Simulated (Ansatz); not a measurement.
# Calculated records

### Quasiparticle gap of Y4S3N2 (C2/m)

Symmetry: C2/m, No. 12, monoclinic system. The conventional cell has a = 12.924 Å, b = 3.831 Å, c = 9.850 Å, α = 90.00°, β = 128.38°, γ = 90.00°. Y has 3 N at 2.23 to 2.32 Å and 3 S at 2.88 to 2.92 Å nearest. Y has 1 N at 2.14 Å and 5 S at 2.73 to 3.03 Å nearest. S has 6 Y at 2.80 to 2.88 Å nearest. Nearest to S lie 5 Y at 2.73 to 3.03 Å. Nearest to N lie 4 Y at 2.14 to 2.32 Å. Farther neighbours and most contacts between anions are not listed.

```xyz
9
Lattice="6.4622 -1.9155 0.0000 6.4622 1.9155 0.0000 -6.1151 0.0000 7.7219" Properties=species:S:1:pos:R:3 pbc="T T T"
Y     5.8611    0.0000    5.0078
Y     0.9483    0.0000    2.7141
Y     4.7513    0.0000    1.1249
Y     2.0581    0.0000    6.5969
S     0.0000    0.0000    0.0000
S    -2.5419    0.0000    6.0565
S     9.3514    0.0000    1.6653
N     6.1025    0.0000    2.7887
N     0.7069    0.0000    4.9332
```

```yaml
method: G0W0 on HSE06, plane waves, PAW; PAW set soft_1 (and 1 further level or step)
program: Ansatz 0.2.0
settings_of_one_run: cutoff 420 eV, 4×4×2 k-mesh, PAW set soft 1, empty bands 1048, screening cutoff 180 eV, screening contour deformation, QP bands (v3, c3)
cost: 2 runs, 5.4 min in all on 1 × NVIDIA H100 80GB HBM3 (shared by 6 runs) with 2 threads of AMD EPYC 7R13 (Zen 3), shared host (the runs of this entry)
notes: In doubt: masses and optical values from hybrid runs of this build are listed as unsure (in some of the runs), which bears on the screening that GW takes from such a start. The cell and positions are those that the Materials Project relaxed with its own functionals (PBE, PBE+U or r2SCAN), kept fixed. Limits: no spin-orbit coupling.
hse06_gap_over_mesh_and_listed_points: 2.335 eV, from k = (-0.500, -0.500, 0.500) to k = (-0.500, -0.500, 0.000)
g0w0_hse06_gap_over_13_of_14_irreducible_mesh_points: 2.704 eV, from k = (-0.500, -0.500, -0.500) to k = (-0.500, -0.500, 0.000)
gw_settings: 4×4×2 mesh, 1048 empty bands, screening to 180 eV, PAW set soft_1 files
known_limits: finite bands, screening cutoff and k mesh; no spin-orbit coupling in G0W0
```

Over 13 of 14 irreducible mesh points the G0W0 gap is 2.704 eV, from k = (-0.500, -0.500, -0.500) to k = (-0.500, -0.500, 0.000). The HSE06 gap of this run on the mesh is 2.335 eV. The two states that bound the G0W0 gap lie that far apart at the start, so the correction of the gap is 2.704 − 2.335 = +0.369 eV. The valence state moves by 7.224 − 7.410 = −0.186 eV and the conduction state by 9.928 − 9.746 = +0.182 eV, on the run's own scale; how far single levels stand from their limit in bands is not shown.

[Paths, hosts, dates, memory and timing lines, banners, echoed tables and standing remarks are left out of the program output.]

[Logs are printed without paths, hosts, clocks, repeated set-up lines and the standing remarks that a program may print on its own settings, such as how far it seeks lower states.]

[Runs of the session that timed out or met a known fault of the program may be left out.]

[Cells called generated may have been cut or substituted from an entry of the Crystallography Open Database or the Materials Project.]

[Hosts, paths, dates, database ids (printed as entryN), source tags and the programs' standing remarks are cut or masked in the printed files.]
